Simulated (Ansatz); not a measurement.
# Cl on Au(100): change of the work function, part 5 of 5

Wanted: Δφ(θ) for Cl/Au(100), starting from the hollow site.

Ansatz 0.2.0; plane-wave DFT, PBE, Ansatz PAW.

So far, work function, upper face (eV): step 2 (the clean slab) 5.09; step 6 (adsorbate added, k-mesh 10×10×1, coverage 1 ML) 6.54; step 8 (the slab at 0.25 ML, atoms frozen) 5.82; step 9 (the substrate of the 0.25 ML cell alone) 5.09; step 10 (the adsorbate layer of the 0.25 ML cell alone) 8.05.

## 12. Varying the input

This step: plane-wave DFT, PBE, Ansatz PAW (Ansatz 0.2.0).

System of this step: Cl/Au(100). The cell holds 5 atoms: 4 Au and 1 Cl. Cell: a = 2.885 Å, b = 2.885 Å, c = 25.756 Å, α = 90.0°, β = 90.0°, γ = 90.0°. Vacuum lies along c.

A run with a changed input: it repeats the earlier run at 1 ML with basis.xc_grid to 2, accuracy to high, scf.occupations.width from 0.1 removed and scf.occupations.method from fermi_dirac to tetrahedron.

input.yaml reads:

```yaml
crystal:
  lattice:
    - [2.8849956672, 0.0, 0.0]
    - [0.0, 2.8849956672, 0.0]
    - [0.0, 0.0, 25.7560715256]
  atoms:
    - { symbol: Au, position: [0.5, 0.5, 0.3494321714] }
    - { symbol: Au, position: [0.0, 0.0, 0.4286367969] }
    - { symbol: Au, position: [0.5, 0.5, 0.5120721474] }
    - { symbol: Au, position: [0.0, 0.0, 0.5945267079] }
    - { symbol: Cl, position: [0.5, 0.5, 0.6505678286] }
kpoints:
  mp_grid: { grid: [10, 10, 1] }
hamiltonian:
  xc: pbe
scf:
  occupations: { method: tetrahedron }
  convergence: { dr2_threshold: 1.0e-08 }
efield:
  axis: 3
  dipole_correction: true
  ramp_position: 0.97
  ramp_width: 0.06
relax:
  f_tol: 0.02
  max_steps: 60
  constraints: [{ sites: [0, 1] }]
output:
  bader: true
  write_potential: true
  write_density: true
  volumetric_format: npy
basis:
  xc_grid: 2
accuracy: high
```

Run with:

```console
ansatz run input.yaml --threads 4 --pin off --max-ram 12288MiB --backend cpu --events-out ev --progress --plain --runs-dir out
```

Numbers of over 12 decimals in the logs are rounded to 6 here.

The log of the run:

```text
Warning: relax: with tetrahedron occupations the Hellmann–Feynman forces and the energy need not agree along the walk (scf.occupations.method in the input reference, under Limitations); prefer a smearing scheme for the relaxation and re-run the relaxed geometry with tetrahedron occupations for the final energies/DOS
band count auto-derived: 51 (N_el = 83.0; filled up to band 42; 50 by the electrons, moments and atoms)
[...]
Crystal: 5 atoms, lattice volume = 214.373 Å³
Basis set: ecut = 420 eV, 4195 PW (Γ), exchange–correlation on 48×48×400 points (8 copies of the dense FFT grid, shifted against one another)
Bands: 51, of which v1, the nominal top of the filled ones, is band 42 counted from 1 (41 counted from 0)
Symmetry: 8 space group operations
[...]
k-points: 21 of 100
[...]
SCF iter   1: F=—  HF=-53674.928633 eV  |F-HF|=—  |Δ(HF+E_count)|=         —  Δρ=3.10e-3  dr2=2.74e-1  ethr=1.77e-3  p=-0.035 e·Å  D=-2.99e-2 V/Å  ΔV_dip=0.77 eV  dr2_dipole=1.18e-1  V_vac-E_F(+/−)=5.37/4.60 eV  ⟨swp⟩=10.3  Hψ=5212  notcnv=0
[...]
SCF iter  12: F=-53674.916252 eV  HF=-53674.916252 eV  |F-HF|=3.21e-9  |Δ(HF+E_count)|=   6.17e-7  Δρ=1.64e-6  dr2=2.71e-9  ethr=1.20e-11  p=-0.038 e·Å  D=-3.19e-2 V/Å  ΔV_dip=0.82 eV  dr2_dipole=2.63e-11  V_vac-E_F(+/−)=5.84/5.02 eV  ⟨swp⟩=10.0  Hψ=7508  notcnv=0
SCF 1 converged in 12 iterations: F = -53674.916252 eV  dr2 = 2.71e-9
[...]
relax step   1: F+E_penalty+E_count = -53674.91625171 eV  Δ(F+E_penalty+E_count) = +0.000e0 eV  max|allowed force component| = 3.404e0 eV/Å  Δτ_max = 0.0000 Å  (12 SCF iters, accepted)
[...]
SCF iter  15: F=-53675.569523 eV  HF=-53675.569523 eV  |F-HF|=3.64e-10  |Δ(HF+E_count)|=   2.36e-6  Δρ=3.47e-7  dr2=7.64e-10  ethr=1.20e-11  p=-0.058 e·Å  D=-4.86e-2 V/Å  ΔV_dip=1.25 eV  dr2_dipole=2.67e-10  V_vac-E_F(+/−)=6.26/5.01 eV  ⟨swp⟩=8.3  Hψ=7212  notcnv=0
SCF 2 converged in 15 iterations: F = -53675.569523 eV  dr2 = 7.64e-10
relax step   2: F+E_penalty+E_count = -53675.56952282 eV  Δ(F+E_penalty+E_count) = -6.533e-1 eV  max|allowed force component| = 1.126e0 eV/Å  Δτ_max = 0.1945 Å  (15 SCF iters, accepted)
[...]
SCF iter  14: F=-53675.707348 eV  HF=-53675.707348 eV  |F-HF|=5.62e-9  |Δ(HF+E_count)|=   1.59e-6  Δρ=5.77e-7  dr2=5.70e-9  ethr=1.20e-11  p=-0.067 e·Å  D=-5.67e-2 V/Å  ΔV_dip=1.46 eV  dr2_dipole=3.73e-12  V_vac-E_F(+/−)=6.44/4.98 eV  ⟨swp⟩=7.9  Hψ=6693  notcnv=0
SCF 3 converged in 14 iterations: F = -53675.707348 eV  dr2 = 5.70e-9
relax step   3: F+E_penalty+E_count = -53675.70734792 eV  Δ(F+E_penalty+E_count) = -1.378e-1 eV  max|allowed force component| = 3.116e-1 eV/Å  Δτ_max = 0.1943 Å  (14 SCF iters, accepted)
[...]
relax step   4: F+E_penalty+E_count = -53675.74155581 eV  Δ(F+E_penalty+E_count) = -3.421e-2 eV  max|allowed force component| = 1.128e-1 eV/Å  Δτ_max = 0.1928 Å  (12 SCF iters, accepted)
SCF iter   1: F=—  HF=-53675.744714 eV  |F-HF|=—  |Δ(HF+E_count)|=         —  Δρ=5.66e-4  dr2=3.89e-3  ethr=1.94e-5  p=-0.070 e·Å  D=-5.89e-2 V/Å  ΔV_dip=1.52 eV  dr2_dipole=1.77e-3  V_vac-E_F(+/−)=6.53/5.01 eV  ⟨swp⟩=5.4  Hψ=2781  notcnv=0  defer=72
[...]
SCF iter  11: F=-53675.743963 eV  HF=-53675.743963 eV  |F-HF|=4.18e-9  |Δ(HF+E_count)|=   3.59e-7  Δρ=7.84e-7  dr2=3.31e-9  ethr=1.20e-11  p=-0.072 e·Å  D=-6.10e-2 V/Å  ΔV_dip=1.57 eV  dr2_dipole=1.46e-9  V_vac-E_F(+/−)=6.57/5.00 eV  ⟨swp⟩=9.6  Hψ=6974  notcnv=0
SCF 5 converged in 11 iterations: F = -53675.743963 eV  dr2 = 3.31e-9
relax step   5: F+E_penalty+E_count = -53675.74396271 eV  Δ(F+E_penalty+E_count) = -2.407e-3 eV  max|allowed force component| = 1.183e-2 eV/Å  Δτ_max = 0.0509 Å  (11 SCF iters, accepted)
[...]
SCF converged after 11 iterations
Stability not checked: this state was not tested for a lower state beside it, because cold or Methfessel-Paxton smearing, or corrected tetrahedra, fill the levels in a way that the test cannot read (fill_not_monotonic; see scf.lower_state_search)
Free energy (F): -53675.743963 eV
[...]
Internal energy: -53675.743113 eV  (E = F + TS)
E sigma→0 (E₀):  -53675.743963 eV
Entropy (-TS):   -0.000850 eV (-0.170 meV/atom)
Fermi energy:    3.563965 eV
Dipole field:    D = -0.060953 V/Å  (p = -0.072211 e·Å, saw-weighted, corrected)
Work function:   Φ+ = 6.5692 eV   Φ− = 4.9993 eV
[...]
--- Forces (eV/Å), atoms counted from 1 ---
  atom   1  Au    -0.00000000     0.00000000    -0.32344847
  atom   2  Au    -0.00000000     0.00000000     0.31699882
  atom   3  Au     0.00000000     0.00000000     0.01183347
  atom   4  Au     0.00000000     0.00000000     0.00390150
  atom   5  Cl     0.00000000     0.00000000    -0.00927008
  max |Σ_I F_I| component: 1.52e-5 eV/Å
--- Band table (eV; the first three rows and the last of 21) ---
  k-point 0: bands = [... 38 lower, 1.7079, 1.7258, 1.7258, 3.5614, 3.5614, 3.8949, 7.0959, 8.5012, ... 5 higher]
  k-point 1: bands = [... 38 lower, 1.5748, 1.8084, 2.0898, 2.9315, 3.6066, 4.3901, 7.3750, 8.7005, ... 5 higher]
  k-point 2: bands = [... 38 lower, 1.5644, 1.7844, 1.8582, 2.8996, 3.7199, 5.2806, 7.9107, 9.2786, ... 5 higher]
  k-point 20: bands = [... 38 lower, 2.4798, 2.4805, 5.9817, 5.9817, 8.1532, 8.1532, 8.2795, 8.8379, ... 5 higher]
--- Relaxed structure (5 steps of the walk, 5 accepted, 0 SCFs on fresh bases) ---
  F+E_penalty+E_count = -53675.74396271 eV   max|allowed force component| = 1.183e-2 eV/Å
  atoms:
    - { symbol: Au, position: [0.5, 0.5, 0.349432] }
    - { symbol: Au, position: [0.0, 0.0, 0.4286367969] }
    - { symbol: Au, position: [0.5, 0.5, 0.511804] }
    - { symbol: Au, position: [0, 0.0, 0.594106] }
    - { symbol: Cl, position: [0.5, 0.5, 0.675127] }
--- Bader charges: 5 sites ---
  site symbol  charge [e]  shift [e]
     0     Au     -0.0357     0.0000
     1     Au      0.0380     0.0000
     2     Au      0.0275     0.0000
     3     Au      0.2048     0.0000
     4     Cl     -0.2346     0.0000
  estimated error of the sums over rays = 3.9e-4 e
```

Elapsed: 39 s, on 4 threads of Arm Neoverse V1, shared host; peak memory 0.6 GiB.

Relaxation path:

| step | energy less that of the first step (eV) | largest force component (eV/Å) |
| --- | --- | --- |
| 1 | 0.0000 | 3.4036 |
| 2 | -0.6533 | 1.1261 |
| 3 | -0.7911 | 0.3116 |
| 4 | -0.8253 | 0.1128 |
| 5 | -0.8277 | 0.0118 |

The run keeps the 8 symmetry operations that it works with, so distortions that break them were not tested.

The atoms that moved most (Å):

| atom | dx | dy | dz | length |
| --- | --- | --- | --- | --- |
| Cl5 | 0.000 | 0.000 | 0.633 | 0.633 |
| Au4 | 0.000 | 0.000 | -0.011 | 0.011 |
| Au3 | 0.000 | 0.000 | -0.007 | 0.007 |

The relaxed structure:

```xyz
5
Lattice="2.8850 0.0000 0.0000 0.0000 2.8850 0.0000 0.0000 0.0000 25.7561" Properties=species:S:1:pos:R:3
Au    1.4425    1.4425    9.0000
Au    0.0000    0.0000   11.0400
Au    1.4425    1.4425   13.1821
Au    0.0000    0.0000   15.3018
Cl    1.4425    1.4425   17.3886
```

Numbers from this step:

* work function, upper face: 6.569 eV
* work function, lower face: 4.999 eV
* dipole along the normal: -0.07221 e·Å
* step between the vacuum levels: 1.570 eV

| quantity | this run | earlier run | difference |
| --- | --- | --- | --- |
| work function, upper face (eV) | 6.569 | 6.541 | 0.028 |
| work function, lower face (eV) | 4.999 | 4.999 | 4.1e-5 |
| dipole along the normal (e·Å) | -0.07221 | -0.07092 | -0.0013 |

What moves beyond 0.01 in its unit (for the dipole 0.5 % and 5e-5 e·Å): dipole along the normal (-0.00129 e·Å) and work function, upper face (+0.0282 eV).

## 13. A changed input

System of this step: Au(100). The cell holds 4 atoms: 4 Au. Its edges and angles: a = 2.885 Å, b = 2.885 Å, c = 24.120 Å, α = 90.0°, β = 90.0°, γ = 90.0°. Vacuum lies along c.

An input spoilt on purpose, to show how the run answers: it repeats the earlier run at 0 ML with efield.ramp_width from 0.06 to 0.9, and scf.max_iter set to 100.

input.yaml reads:

```yaml
crystal:
  lattice:
    - [2.8849956672, 0.0, 0.0]
    - [0.0, 2.8849956672, 0.0]
    - [0.0, 0.0, 24.12]
  atoms:
    - { symbol: Au, position: [0.5, 0.5, 0.3731343284] }
    - { symbol: Au, position: [0.0, 0.0, 0.4577114428] }
    - { symbol: Au, position: [0.5, 0.5, 0.5422885572] }
    - { symbol: Au, position: [0.0, 0.0, 0.6268656716] }
kpoints:
  mp_grid: { grid: [10, 10, 1] }
hamiltonian:
  xc: pbe
scf:
  occupations: { method: fermi_dirac, width: 0.1 }
  convergence: { dr2_threshold: 1.0e-08 }
  max_iter: 100
efield:
  axis: 3
  dipole_correction: true
  ramp_position: 0.97
  ramp_width: 0.9
relax:
  f_tol: 0.02
  max_steps: 60
  constraints: [{ sites: [0, 1] }]
output:
  write_potential: true
  write_density: true
  volumetric_format: npy
```

The log of the run:

```text
The last accepted step is kept in <dir> (removed where the run ends without a failure and the disk answers)
Engine: ansatz 0.2.0, aarch64-unknown-linux-gnu
Pseudopotentials: kind: paw
Pseudopotential: Au, paw, valence charge 19, recommended cutoff 420 eV (normal), Au.paw.azcp
Functional definition: PBE
  parameter kappa = 0.804
  parameter beta = 0.066725
  exchange = pbe_x(kappa = kappa, mu = beta*pi^2/3)
  correlation = pbe_c(beta = beta)
Crystal: 4 atoms, lattice volume = 200.756 Å³
Basis set: ecut = 420 eV, 3901 PW (Γ), exchange–correlation on 40×40×324 points (8 copies of the dense FFT grid, shifted against one another)
Bands: 46, of which v1, the nominal top of the filled ones, is band 38 counted from 1 (37 counted from 0)
Symmetry: 8 space group operations
k-points: 21 of 100
Non-local potential: Au, projectors of the file, l = 0: 3, l = 1: 2, l = 2: 2, l = 3: 1
PAW form: soft (Blöchl's): semilocal exchange-correlation on the pseudo side does not see the compensation charge
PAW one-centre angular grid: Au, 590 points (default); XC on 64 Gauss nodes
Initial density: superposition of atomic densities (neutral atoms: chi_scale 0, normalization atom), corrected by the library's trained network
Initial wavefunctions: pseudopotential atomic-orbital guess
Functional: x = pbe(κ = 0.804, μ = 0.219515), c = pbe(β = 0.066725)
Error: efield: ion 0 (Au) at fractional coordinate 0.3731 along the field axis lies inside the sawtooth ramp with 2 of the planes that the density is read on at each end, [0.9577, 0.8823] — the ramp must sit in vacuum (an ion there feels the fictitious reversed slope); set or move the ramp (efield.ramp_position / ramp_width) or move the geometry
```

It took 0.17 s on 4 threads; peak memory 0.29 GiB.

The program refused the input before any cycle.

The program's message: “Error: efield: ion 0 (Au) at fractional coordinate 0.3731 along the field axis lies inside the sawtooth ramp with 2 of the planes that the density is read on at each end, [0.9577, 0.8823] — the ramp m …”

The fault put into the input: a ramp so wide that it reaches the atoms.

## 14. Results

```yaml
work_function_of_the_clean_face: 5.09 eV
work_function_at_0p11_ml: 5.43 eV
work_function_at_0p25_ml: 5.82 eV
work_function_at_0p5_ml: 6.22 eV
work_function_at_1_ml: 6.54 eV
dipole_per_adsorbate_at_0p11_ml_positive_end_outwards: -0.65 D
step_of_the_potential_from_the_moved_charge_at_0p25_ml_upper_less_lower_side_atoms_held: 0.718 eV
```

In words: Cl raises the work function of Au(100) at the lowest coverage, by 0.34 eV: the adsorbate layer has its negative end outwards. The dipole per adsorbate falls from 0.65 to 0.33 D as the layer fills. Neighbouring dipoles depolarise each other, and heights and bonding change with coverage too. At the highest coverage the adsorbates are pressed to about 2.9 Å, closer than unbonded atoms of this kind usually come, so a real layer may not reach it. The slab has 4 layers, at the tabulated experimental lattice constant, one starting site was run, and quantum-size effects of a slab this thin can reach one or two tenths of an eV.

[Logs are printed without paths, hosts, clocks, repeated set-up lines and the standing remarks that a program may print on its own settings, such as how far it seeks lower states.]

[Hosts, paths, dates, database ids (printed as entryN), source tags and the programs' standing remarks are cut or masked in the printed files.]

[Maps of the electrostatic potential energy from Ansatz leave out the sawtooth potential of an applied field or a dipole correction, so their vacuum need not be flat; planar profiles and work functions include it.]
